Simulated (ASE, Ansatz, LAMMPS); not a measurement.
# (8,8) carbon nanotube in a second wall (252 atoms): support functions against a reference, part 2 of 2

Aim: test how closely localised support functions follow the reference on (8,8) carbon nanotube in a second wall (252 atoms), and at what cost. A setting counts as converged where the r.m.s. difference of forces stays under 1 % of the r.m.s. force.

Ansatz 0.2.0; Kohn-Sham DFT, r2SCAN+D4, PAW (set soft_2), plane waves.

The cell: 252 C. Beside vacuum, support functions can miss their usual error bounds without a warning. Only the Γ point is sampled, in a cell whose periodic width is 7 Å.

So far: The structure; The classical run that made the cell; Plane-wave single point.

**3. Plane-wave single point (continued)**

Valence density in the ca plane at fractional y = 0.191, with atoms of C within 0.2 Å of it. It is the smooth field of the valence electrons, not physical close to the nuclei.

Ten even steps from '_' (0.0 e/Å³) to '@' (2.0 e/Å³), each cell a mean:
```
__________________________________________
__________________________________________
__________________________________________
__________________________________________
__________________________________________
__________________________________________
__________________________________________
__________________________________________
----........::----........::----........::
%%##++----==**%%##++----==**%%##++----==**
--==**@@@@##==--==**@@@@##==--==**@@@@##==
==++##%%@@##++==++##%%@@##++==++##%%@@##++
@@%%==::::--##@@%%==::::--##@@%%==::::--##
%%%%##****##%%%%%%##****##%%%%%%##****##%%
....--****==::....--****==::....--****==::
......::::..........::::..........::::....
__________________________________________
__________________________________________
__________________________________________
__________________________________________
__________________________________________
__________________________________________
__________________________________________
__________________________________________
```
Columns run along c (7.3 Å), rows up along a (27.6 Å). Atoms in or near the plane, at fractional coordinates: C at (0.17, 0.41), C at (0.01, 0.44), C at (0.01, 0.49), C at (0.17, 0.51), C at (0.17, 0.56), C at (0.01, 0.59), C at (0.51, 0.41), C at (0.34, 0.44), C at (0.34, 0.49), C at (0.51, 0.51), C at (0.51, 0.56), C at (0.34, 0.59), C at (0.84, 0.41), C at (0.67, 0.44) and more.

Löwdin charges run from +0.04 to +0.04 e, about a mean that is the spilled charge alone. Within 0.4 eV of the Fermi level the largest share is C p (100 % of the projected weight).

**4. Structure statistics**

Bonds and neighbours are counted at the geometry of the runs.

Normalised to the volume that the atoms fill. Pair distribution function in bins of 0.2 Å:

```
r (Å)  total
 1.30   6.80
 1.50   0.00
 1.70   0.00
 1.90   0.00
 2.10   0.00
 2.30   0.00
 2.50   4.38
 2.70   1.68
 2.90   0.00
 3.10   0.00
 3.30   0.23
 3.50   0.57
 3.70   2.49
 3.90   0.35
 4.10   2.12
 4.30   0.54
 4.50   0.40
 4.70   0.59
 4.90   1.72
 5.10   1.16
 5.30   0.46
 5.50   0.66
 5.70   0.28
 5.90   0.70
 6.10   1.09
 6.30   1.02
 6.50   0.71
 6.70   0.27
```

Bonds by pair of elements; cutoffs follow the first minimum of g(r), held within bounds set by covalent radii, and pairs that aren't listed don't count as bonded:

```
pair A-B  cutoff (Å)  bonds  mean length (Å)  spread (Å)  shortest (Å)  B about A  A about B
     C-C        1.77    378             1.40           0          1.40          3          3
```

How many atoms have how many bonded neighbours:

```
element  mean    3
      C     3  252
```

Bond angles, per cent of each kind in bins of 5°:

```
angle (°)  C-C-C
  115–120   87.3
  120–125   12.7
```

Bond angles (no mean is given where the spread exceeds 20°):

```
angle  count  mean (°)  spread (°)
C-C-C    756       120         0.2
```

Counting bonds as in the table, all C atoms have 3 bonded neighbours. The C-C-C angle averages 120° with a spread of 0.2°.

A closer look about C43, which bears the longest force: 10 atoms, nearest first, numbered in the order of the input, with positions taken from that point.

```
atom      x      y      z  distance (Å)  bonds  Löwdin charge (e)     Fx     Fy  Fz (eV/Å)
 C43   0.00   0.00   0.00          0.00      3               0.04  -0.49   0.30       0.00
 C42   1.31  -0.50   0.00          1.40      3               0.04   0.54  -0.11       0.00
C212  -0.68   0.17  -1.21          1.40      3               0.04   0.55   0.07       0.00
 C44  -0.68   0.17   1.21          1.40      3               0.04   0.55   0.07       0.00
C209   1.93  -0.83  -1.21          2.42      3               0.04  -0.33   0.40       0.00
 C41   1.93  -0.83   1.21          2.42      3               0.04  -0.33   0.40       0.00
C213  -2.07   0.33  -1.21          2.42      3               0.04  -0.48   0.12       0.00
 C45  -2.07   0.33   1.21          2.42      3               0.04  -0.48   0.12       0.00
C211   0.00   0.00  -2.42          2.42      3               0.04  -0.49   0.30       0.00
C127   0.00   0.00   2.42          2.42      3               0.04  -0.49   0.30       0.00
```

The column of bonds counts only the pairs C-C within 1.77 Å; other neighbours, such as metal atoms beside each other in a compound, aren't counted, and periodic images can show an atom twice.

**5. Support functions medium**

With localised support functions most steps grow linearly with size, though the diagonalisation grows faster unless the density matrix is cut; this run measures error and cost at this size. The level medium gives here a grid of 162×162×48 points and a radius of 3.79 Å.

This step: Kohn-Sham DFT, r2SCAN+D4, PAW (set soft_2), localised support functions (medium) (Ansatz 0.2.0).

Contents of input.yaml:

```yaml
crystal:
  lattice:
    - [27.57432, 0.0, 0.0]
    - [0.0, 27.6172, 0.0]
    - [0.0, 0.0, 7.26688]
  atoms:
    [... the 252 atom lines of step 3 ...]
kpoints:
  mp_grid: { grid: [1, 1, 1] }
hamiltonian:
  xc: r2scan
  dispersion: d4
scf:
  occupations: { method: gaussian, width: 0.025 }
  eigensolver: { kind: { support_functions: { accuracy: medium } } }
  mixing: { beta: 0.2 }
  max_iter: 150
output:
  forces: true
  eigenvalues: true
```

Started as:

```
> ansatz run input.yaml --threads 8 --pin off --max-ram 15872MiB --backend cpu --events-out ev --progress --plain --runs-dir out
```

Numbers of over 12 decimals in the logs are rounded to 6 here.

The log of the run:

```text
Warning: scf.eigensolver.kind.support_functions: disabling space-group detection — the functions' gradient is summed over unrotated k-points, so no spatial operation reduces the k-mesh or symmetrises the density; time reversal is kept, so that k and −k are solved as one point where they differ and the mesh holds both, and exact exchange and, on two spinor components, a DFT+U term hold to it where the run has them: [...]
settings of this run that can trade accuracy for cost: scf.eigensolver.kind.support_functions [...]
[...]
Crystal: 252 atoms, lattice volume = 5533.915 Å³
Basis set: ecut = 500 eV, 140419 PW (Γ), exchange–correlation on 648×648×180 points (27 copies of the dense FFT grid, shifted against one another)
Bands: 605, of which v1, the nominal top of the filled ones, is band 504 counted from 1 (503 counted from 0)
Symmetry: 1 space group operations
k-points: 1
[...]
Eigensolver: Support functions (medium, 162×162×48 points, laid for a spacing of at most 0.182399 Å, radius 3.788961 Å, 182 sites without an atom, 1 species' potentials softened for the grid, 1 wholly corrected for its errors in the mean over positions, 0 with the egg-box correction, energy correction by stochastic trace)
[...]
SCF iter   1: F=—  HF=-63428.810510 eV  |F-HF|=—  |Δ(HF+E_count)|=         —  Δρ=7.17e-2  dr2=2.79e2  dr2_τ=8.36e1  ethr=1.00e-1
[...]
SCF iter  23: F=-63400.882678 eV  HF=-63400.882600 eV  |F-HF|=7.80e-5  |Δ(HF+E_count)|=   7.74e-5  Δρ=4.67e-6  dr2=1.93e-6  dr2_τ=3.93e-8  ethr=5.03e-10
SCF 1 converged in 23 iterations: F = -63400.884985 eV  dr2 = 1.93e-6
[...]
SCF converged after 23 iterations
Stability not checked: this state was not tested for a lower state beside it, because the mixer in use, unlike msr1, does not test its closes by its own steps (another_mixer; see scf.mixing.algorithm and scf.lower_state_search)
Free energy (F): -63400.884985 eV
[...]
Internal energy: -63400.835053 eV  (E = F + TS)
E sigma→0 (E₀):  -63400.860019 eV
Entropy (-TS):   -0.049932 eV (-0.198 meV/atom)
Fermi energy:    0.382337 eV
[...]
--- Forces (eV/Å), atoms counted from 1 ---
  atom   1  C      0.19691281     0.06928485     0.00021601
  atom   2  C      0.25698562     0.03154881     0.00075581
  atom   3  C      0.13779855     0.14854433     0.00074153
  atom   4  C      0.20822124     0.07854864     0.00024118
  atom   5  C      0.12894812     0.22878339     0.00025451
  atom   6  C      0.12682435     0.15144419     0.00075295
  atom   7  C      0.01742294     0.21813627     0.00079192
  atom   8  C      0.06195877     0.23748538     0.00025746
  atom   9  C     -0.07498910     0.17649185     0.00024080
  atom  10  C      0.01597805     0.24435578    -0.00029289
  atom  11  C     -0.18736561     0.19263636     0.00075733
  atom  12  C     -0.07945308     0.17300494     0.00023945
  atom  13  C     -0.19865215     0.10469686     0.00022546
  atom  14  C     -0.18184840     0.15665934    -0.00033136
[...]
atom 251  C      0.26367116     0.46551459     0.00017570
  atom 252  C      0.09558800    -0.54727586    -0.00051457
  max |Σ_I F_I| component: 5.76e-2 eV/Å
--- Band table (eV) ---
[...]
```

Elapsed: 13 min, on 8 threads of Arm Neoverse V1, shared host; peak memory 13 GiB.

The program notes that the band table was not solved further than the SCF left it and it switched symmetry off. Further notices: vacuum switching off with vacuum.

Keys that differ from the reference: support_functions.accuracy = "medium", scf.max_iter = 150 and scf.mixing.beta = 0.2.

Forces differ from the reference by 0.71 meV/Å r.m.s., 0.30 % of their size, well within a tolerance of 1 %; the energy by -3.2 meV/atom. It took 13 min and 23 cycles; the reference's time can't be set against it, since the two runs asked for unlike analyses.

**6. What each setting buys**

Each row is set against the plane-wave reference (Kohn-Sham DFT, r2SCAN+D4, PAW (set soft_2), plane waves; r.m.s. force component 0.238 eV/Å). Energies are set beside the reference only for runs with its functional, potentials and electron count. Times are for 8 threads of Arm Neoverse V1, shared host. The reference's time includes the DOS and grids, which some other runs skip.

```
                     run  Δ force, r.m.s. (meV/Å)  share of r.m.s. force (%)  Δ energy (meV/atom)  cycles     time  host memory (GiB)
               reference                        -                          -                    -      18  6.2 min                 14
support functions medium                    0.707                      0.297                -3.19      23   13 min                 13
```

**7. What came out**

```
free energy per atom        : -251.5876 eV/atom
r.m.s. force component      : 0.2379 eV/Å
wall time of the 2 DFT runs : 19 min
```

In words: Against plane waves at 500 eV, the forces differ by 0.71 meV/Å (0.30 %) with support functions medium. At 252 atoms the run with support functions medium takes roughly 2.0 times the time of plane waves (whose run also made extra analyses, so the like-for-like ratio is larger), in 23 SCF cycles against 18. Differences between support functions and plane waves include what basis error the plane-wave run still has.

No gap is quoted, since levels at the Fermi energy are partly filled. Counting bonds as in the table, all C atoms have 3 bonded neighbours.

What to keep in mind: The geometry was minimised with a classical potential and isn't relaxed at this level: its force components are 0.24 eV/Å r.m.s.

[Logs are printed without paths, hosts, clocks, repeated set-up lines and the standing remarks that a program may print on its own settings, such as how far it seeks lower states.]

[Hosts, paths, dates, database ids (printed as entryN), source tags and the programs' standing remarks are cut or masked in the printed files.]
